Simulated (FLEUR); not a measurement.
# Collinear magnetic orders of 2 ML Cr on Mo(001), 3 substrate layers with FLEUR

Wanted: the moments of 2 ML Cr on Mo(001), 3 substrate layers and the energy of each order that was tried.

Method: PBE; all-electron FLAPW film, Dirac cores, scalar-relativistic bands, in FLEUR MaX-R8.1.

This is a report of a sequence of runs, with most program output left out.

## Step 1: Starting point

The cell holds 5 atoms: 3 Mo and 2 Cr. Cell: a = 3.147 Å, b = 3.147 Å, c = 19.838 Å, α = 90.0°, β = 90.0°, γ = 90.0°. Pseudomorphic film on a typed substrate lattice, hard-sphere layer spacings, unrelaxed. Vacuum lies along c.

Structure file:

```
Mo Cr
1.0
     3.14683    0.00000    0.00000
     0.00000    3.14683    0.00000
     0.00000    0.00000   19.83820
Mo Cr
3 2
Direct
  0.00000 0.00000 0.35285
  0.50000 0.50000 0.43217
  0.00000 0.00000 0.51148
  0.50000 0.50000 0.58334
  0.00000 0.00000 0.64714
```

## Step 2: Run 1 (ferro ++)

The parallel start comes first: it shows whether parallel moments hold.

inpgen writes inp.xml from crystal.txt; cutoffs, mixing, functional, smearing and local orbitals are then set in the file. The k list default-1 (kpts.xml, not shown) is a Γ-centred 8×8×1 mesh; where the ranks do not divide the number of points, some are split in two of half the weight.

The input, inp.xml:

```
<?xml version="1.0" encoding="UTF-8" standalone="no"?>
<fleurInput fleurInputVersion="0.39">
   <comment>
      Cr2Mo3
   </comment>
   <calculationSetup>
      <cutoffs Kmax="3.6" Gmax="10.8" GmaxXC="10.8" numbands="0"/>
      <scfLoop itmax="120" minDistance="0.00002" maxIterBroyd="15" imix="Anderson" alpha="0.03" precondParam="0.0" spinf="2.0" sdNocoIR="T"/>
      <coreElectrons ctail="T" frcor="F" kcrel="0" coretail_lmax="0"/>
      <xcFunctional name="pbe" relativisticCorrections="F"/>
      <magnetism jspins="2"/>
      <soc l_soc="F" theta="0.0" phi="0.0" spav="F"/>
      <expertModes spex="0" secvar="F"/>
      <geometryOptimization l_f="F" forcealpha="1.0" forcemix="BFGS" epsdisp="0.00001" epsforce="0.00001"/>
      <ldaU l_linMix="F" mixParam="0.05" spinf="1.0"/>
   </calculationSetup>
   <cell>
      <bzIntegration valenceElectrons="70.0" mode="hist" fermiSmearingEnergy="0.00183747">
         <kPointListSelection listName="default-1"/>
         <xi:include xmlns:xi="http://www.w3.org/2001/XInclude" href="kpts.xml"> </xi:include>
      </bzIntegration>
      <xi:include xmlns:xi="http://www.w3.org/2001/XInclude" href="sym.xml"> </xi:include>
      <filmLattice scale="1.0" dVac="16.73" dTilda="19.23">
         <bravaisMatrixFilm>
            <row-1>    5.9466468606750178     0.0000000000000000</row-1>
            <row-2>    0.0000000000000000     5.9466468606750178</row-2>
         </bravaisMatrixFilm>
         <vacuumEnergyParameters vacuum="1" spinUp="-.25" spinDown="-.25"/>
         <vacuumEnergyParameters vacuum="2" spinUp="-.25" spinDown="-.25"/>
      </filmLattice>
   </cell>
   <atomSpecies>
      <species name="Molybdenum (Mo)" element="Mo" atomicNumber="42">
         <mtSphere radius="2.45" gridPoints="811" logIncrement="0.016"/>
         <atomicCutoffs lmax="10" lnonsphr="8"/>
         <electronConfig flipSpins="F">
            <coreConfig>(1s1/2) (2s1/2) (2p1/2) (2p3/2) (3s1/2) (3p1/2) (3p3/2) (3d3/2) (3d5/2)</coreConfig>
            <valenceConfig>(4s1/2) (4p1/2) (4p3/2) (5s1/2) (4d3/2) (4d5/2)</valenceConfig>
            <stateOccupation state="(5s1/2)" spinUp="0.500000" spinDown="0.500000"/>
            <stateOccupation state="(4d3/2)" spinUp="1.000000" spinDown="1.000000"/>
            <stateOccupation state="(4d5/2)" spinUp="1.500000" spinDown="1.500000"/>
         </electronConfig>
         <energyParameters s="5" p="5" d="4" f="4"/>
         <lo type="SCLO" l="0" n="4" eDeriv="0"/>
         <lo type="SCLO" l="1" n="4" eDeriv="0"/>
      </species>
      <species name="Chromium (2.500" element="Cr" atomicNumber="24">
         <mtSphere radius="2.3" gridPoints="761" logIncrement="0.016"/>
         <atomicCutoffs lmax="8" lnonsphr="6"/>
         <electronConfig flipSpins="F">
            <coreConfig>(1s1/2) (2s1/2) (2p1/2) (2p3/2)</coreConfig>
            <valenceConfig>(3s1/2) (3p1/2) (3p3/2) (4s1/2) (3d3/2) (3d5/2)</valenceConfig>
            <stateOccupation state="(4s1/2)" spinUp="0.5" spinDown="0.5"/>
            <stateOccupation state="(3d3/2)" spinUp="1.0" spinDown="1.0"/>
            <stateOccupation state="(3d5/2)" spinUp="2.75" spinDown="0.25"/>
         </electronConfig>
         <energyParameters s="4" p="4" d="3" f="4"/>
         <lo type="SCLO" l="0" n="3" eDeriv="0"/>
         <lo type="SCLO" l="1" n="3" eDeriv="0"/>
      </species>
   </atomSpecies>
   <atomGroups>
      <atomGroup species="Molybdenum (Mo)">
         <filmPos label="                   1">.0000000000 .0000000000 -5.5162840193</filmPos>
         <force calculate="T" relaxXYZ="TTT"/>
      </atomGroup>
      <atomGroup species="Molybdenum (Mo)">
         <filmPos label="                   2">1.000/2.000 1.000/2.000 -2.5429752549</filmPos>
         <force calculate="T" relaxXYZ="TTT"/>
      </atomGroup>
      <atomGroup species="Molybdenum (Mo)">
         <filmPos label="                   3">.0000000000 .0000000000 .4303335095</filmPos>
         <force calculate="T" relaxXYZ="TTT"/>
      </atomGroup>
      <atomGroup species="Chromium (2.500">
         <filmPos label="                   4">1.000/2.000 1.000/2.000 3.1242385239</filmPos>
         <force calculate="T" relaxXYZ="TTT"/>
      </atomGroup>
      <atomGroup species="Chromium (2.500">
         <filmPos label="                   5">.0000000000 .0000000000 5.5162840193</filmPos>
         <force calculate="T" relaxXYZ="TTT"/>
      </atomGroup>
   </atomGroups>
   <output dos="F" band="F" slice="F">
      <bandDOS minEnergy="-.5*Htr" maxEnergy="0.5*Htr" sigma="0.015" storeEVData="T"/>
      <plotting iplot="0" polar="F">
         <plot TwoD="T" vec1="  1.0  0.0  0.0" vec2="  0.0  1.0  0.0" vec3="  0.0  0.0  1.0" zero="  0.0  0.0 -0.5" file="plot"/>
      </plotting>
      <moessbauerParams electricFieldGradient="F" isomerShift="F" coreHyperfine="F" valenceHyperfine="F"/>
   </output>
</fleurInput>
```

The input, crystal.txt:

```
Cr2Mo3
&input film=T cartesian=F /
3.14683000000  0.00000000000  0.00000000000
0.00000000000  3.14683000000  0.00000000000
0.00000000000  0.00000000000  1.00000000000
1.8897261246
1.0 1.0 1.0

5
42 0.00000000000  0.00000000000  -5.51628401925
42 0.50000000000  0.50000000000  -2.54297525487
42 0.00000000000  0.00000000000  0.43033350951
24 0.50000000000  0.50000000000  3.12423852388 : 2.500
24 0.00000000000  0.00000000000  5.51628401925 : 2.500

&kpt div1=8 div2=8 div3=1 gamma=T /
```

Started as:

```sh
$ OMP_NUM_THREADS=1 inpgen -f crystal.txt > inpgen.log  # inp.xml is then edited as shown
$ OMP_NUM_THREADS=1 mpirun -n 4 fleur_MPI > fleur.log
```

It took 4.1 min on 4 MPI ranks of Arm Neoverse V2, shared host; peak memory 0.47 GiB; 17 min of CPU time.

Spin moment in the muffin-tin sphere by atom:

```tsv
atom	spin moment in the muffin-tin sphere (μB)
Mo1	0.18
Mo2	-0.09
Mo3	0.28
Cr4	-1.39
Cr5	2.88
```

Read from the output:

```yaml
free_energy: -387772.8769 eV
program_s_band_gap_on_this_mesh_in_a_metal_only_a_level_spacing: 0.01861 eV
magnetization: 2.143 μB
final_state: ferrimagnetic
```

The typed pattern was not kept: a seeded moment turned or collapsed.

After 75 cycles the largest moment stands at 2.88 μB.

## Step 3: Order 2, typed as antiferro +-

An opposed order shows whether neighbours prefer unlike signs.

Edit inp.xml of step 2 so:

```diff
@@ -60,2 +60,16 @@
       </species>
+      <species name="Chromium (-2.500" element="Cr" atomicNumber="24">
+         <mtSphere radius="2.3" gridPoints="761" logIncrement="0.016"/>
+         <atomicCutoffs lmax="8" lnonsphr="6"/>
+         <electronConfig flipSpins="F">
+            <coreConfig>(1s1/2) (2s1/2) (2p1/2) (2p3/2)</coreConfig>
+            <valenceConfig>(3s1/2) (3p1/2) (3p3/2) (4s1/2) (3d3/2) (3d5/2)</valenceConfig>
+            <stateOccupation state="(4s1/2)" spinUp="0.5" spinDown="0.5"/>
+            <stateOccupation state="(3d3/2)" spinUp="1.0" spinDown="1.0"/>
+            <stateOccupation state="(3d5/2)" spinUp="0.25" spinDown="2.75"/>
+         </electronConfig>
+         <energyParameters s="4" p="4" d="3" f="4"/>
+         <lo type="SCLO" l="0" n="3" eDeriv="0"/>
+         <lo type="SCLO" l="1" n="3" eDeriv="0"/>
+      </species>
    </atomSpecies>
@@ -78,3 +92,3 @@
       </atomGroup>
-      <atomGroup species="Chromium (2.500">
+      <atomGroup species="Chromium (-2.500">
          <filmPos label="                   5">.0000000000 .0000000000 5.5162840193</filmPos>
```

Edit crystal.txt of step 2 so:

```diff
@@ -13,3 +13,3 @@
 24 0.50000000000  0.50000000000  3.12423852388 : 2.500
-24 0.00000000000  0.00000000000  5.51628401925 : 2.500
+24 0.00000000000  0.00000000000  5.51628401925 : -2.500
```

Elapsed: 3.5 min, on 4 MPI ranks; peak memory 0.47 GiB; 14 min of CPU time.

Spin moment in the muffin-tin sphere by atom:

```tsv
atom	spin moment in the muffin-tin sphere (μB)
Mo1	-0.18
Mo2	0.09
Mo3	-0.28
Cr4	1.39
Cr5	-2.88
```

This step gave:

- free energy: -387772.8769 eV
- program's band gap on this mesh (in a metal only a level spacing): 0.01861 eV
- magnetization: -2.143 μB
- final state: ferrimagnetic

It lies level with the first start, and its largest moment is 2.88 μB against 2.88 μB.

## Step 4: Run 3 (no spin polarisation)

A spinless run gives the zero against which the gain from the moments is read.

Edit inp.xml of step 3 so:

```diff
@@ -10,3 +10,3 @@
       <xcFunctional name="pbe" relativisticCorrections="F"/>
-      <magnetism jspins="2"/>
+      <magnetism jspins="1"/>
       <soc l_soc="F" theta="0.0" phi="0.0" spav="F"/>
@@ -46,3 +46,3 @@
       </species>
-      <species name="Chromium (2.500" element="Cr" atomicNumber="24">
+      <species name="Chromium (Cr)" element="Cr" atomicNumber="24">
          <mtSphere radius="2.3" gridPoints="761" logIncrement="0.016"/>
@@ -52,19 +52,5 @@
             <valenceConfig>(3s1/2) (3p1/2) (3p3/2) (4s1/2) (3d3/2) (3d5/2)</valenceConfig>
-            <stateOccupation state="(4s1/2)" spinUp="0.5" spinDown="0.5"/>
-            <stateOccupation state="(3d3/2)" spinUp="1.0" spinDown="1.0"/>
-            <stateOccupation state="(3d5/2)" spinUp="2.75" spinDown="0.25"/>
-         </electronConfig>
-         <energyParameters s="4" p="4" d="3" f="4"/>
-         <lo type="SCLO" l="0" n="3" eDeriv="0"/>
-         <lo type="SCLO" l="1" n="3" eDeriv="0"/>
-      </species>
-      <species name="Chromium (-2.500" element="Cr" atomicNumber="24">
-         <mtSphere radius="2.3" gridPoints="761" logIncrement="0.016"/>
-         <atomicCutoffs lmax="8" lnonsphr="6"/>
-         <electronConfig flipSpins="F">
-            <coreConfig>(1s1/2) (2s1/2) (2p1/2) (2p3/2)</coreConfig>
-            <valenceConfig>(3s1/2) (3p1/2) (3p3/2) (4s1/2) (3d3/2) (3d5/2)</valenceConfig>
-            <stateOccupation state="(4s1/2)" spinUp="0.5" spinDown="0.5"/>
-            <stateOccupation state="(3d3/2)" spinUp="1.0" spinDown="1.0"/>
-            <stateOccupation state="(3d5/2)" spinUp="0.25" spinDown="2.75"/>
+            <stateOccupation state="(4s1/2)" spinUp="0.500000" spinDown="0.500000"/>
+            <stateOccupation state="(3d3/2)" spinUp="1.000000" spinDown="1.000000"/>
+            <stateOccupation state="(3d5/2)" spinUp="1.500000" spinDown="1.500000"/>
          </electronConfig>
@@ -88,3 +74,3 @@
       </atomGroup>
-      <atomGroup species="Chromium (2.500">
+      <atomGroup species="Chromium (Cr)">
          <filmPos label="                   4">1.000/2.000 1.000/2.000 3.1242385239</filmPos>
@@ -92,3 +78,3 @@
       </atomGroup>
-      <atomGroup species="Chromium (-2.500">
+      <atomGroup species="Chromium (Cr)">
          <filmPos label="                   5">.0000000000 .0000000000 5.5162840193</filmPos>
```

Edit crystal.txt of step 3 so:

```diff
@@ -12,4 +12,4 @@
 42 0.00000000000  0.00000000000  0.43033350951
-24 0.50000000000  0.50000000000  3.12423852388 : 2.500
-24 0.00000000000  0.00000000000  5.51628401925 : -2.500
+24 0.50000000000  0.50000000000  3.12423852388
+24 0.00000000000  0.00000000000  5.51628401925
```

It took 79 s on 4 MPI ranks; peak memory 0.35 GiB.

This step gave:

- free energy: -387772.3370 eV
- program's band gap on this mesh (in a metal only a level spacing): 0.01153 eV
- final state: non-magnetic (no spin polarisation)

It lies 270 meV a seeded atom over the first start.

## Step 5: Another try

A slip in the input shows what the program catches and what it lets pass.

Edit inp.xml of step 2 so:

```diff
@@ -7,3 +7,3 @@
       <cutoffs Kmax="3.6" Gmax="10.8" GmaxXC="10.8" numbands="0"/>
-      <scfLoop itmax="120" minDistance="0.00002" maxIterBroyd="15" imix="Anderson" alpha="0.03" precondParam="0.0" spinf="2.0" sdNocoIR="T"/>
+      <scfLoop itmax="60" minDistance="0.00002" maxIterBroyd="15" imix="Anderson" alpha="0.03" precondParam="0.0" spinf="2.0" sdNocoIR="T"/>
       <coreElectrons ctail="T" frcor="F" kcrel="0" coretail_lmax="0"/>
@@ -33,3 +33,3 @@
       <species name="Molybdenum (Mo)" element="Mo" atomicNumber="42">
-         <mtSphere radius="2.45" gridPoints="811" logIncrement="0.016"/>
+         <mtSphere radius="3.40" gridPoints="811" logIncrement="0.016"/>
          <atomicCutoffs lmax="10" lnonsphr="8"/>
@@ -47,3 +47,3 @@
       <species name="Chromium (2.500" element="Cr" atomicNumber="24">
-         <mtSphere radius="2.3" gridPoints="761" logIncrement="0.016"/>
+         <mtSphere radius="3.40" gridPoints="761" logIncrement="0.016"/>
          <atomicCutoffs lmax="8" lnonsphr="6"/>
```

crystal.txt is that of step 2.

Run time: 2.5 s. Hardware: 4 MPI ranks; peak memory 0.1 GiB.

The program refused the input before any cycle.

The program's message: “Overlapping MT-radii of two neighbours detected.”

The fault in the input: spheres that overlap.

Muffin-tin spheres may not overlap; the radii must fit the shortest distances.

## Step 6: The states side by side

Free energies are divided by the number of seeded atoms.

Orders:

```tsv
start	final state	typed order kept	energy over the lowest (meV a seeded atom)	largest sphere moment (μB)	net moment (μB a primitive cell)	mesh matched	CPU time (s)
ferro ++	ferrimagnetic	no	6.26e-5	2.881	2.143	yes	991
antiferro +-	ferrimagnetic	yes	0	2.881	2.143	yes	847.1
no spin polarisation	non-magnetic	-	269.9	0	0	yes	315.9
```

## Step 7: Summary of results

- lowest state found: ferrimagnetic (typed antiferro +-)
- largest site spin moment: 2.88 μB
- next finished state: non-magnetic, 270 meV a seeded atom higher
- energy gained by spin polarisation: 270 meV a seeded atom

The lowest state found is ferrimagnetic, reached from the start antiferro +-, with moments up to 2.88 μB. 1 start left the typed pattern (a sign turned, or a seeded moment died or shrank under 0.15 μB), so such an energy belongs to the state reached, not the one typed. Only 3 starts were tried; other patterns of signs, canted and longer-period orders were not. A substrate of 3 unrelaxed layers is a model; thickness and relaxation can move these numbers.

[Logs and program files are shortened in this print: banners, set-up blocks, solver, clock and traceback lines can be left out without a mark of their own.]

[Logs are printed without paths, hosts, clocks, repeated set-up lines and the standing remarks that a program may print on its own settings, such as how far it seeks lower states.]

[Hosts, paths, dates, database ids (printed as entryN), source tags and the programs' standing remarks are cut or masked in the printed files.]

[Where a cell is said to come from a database of computed structures, the database is the Materials Project.]
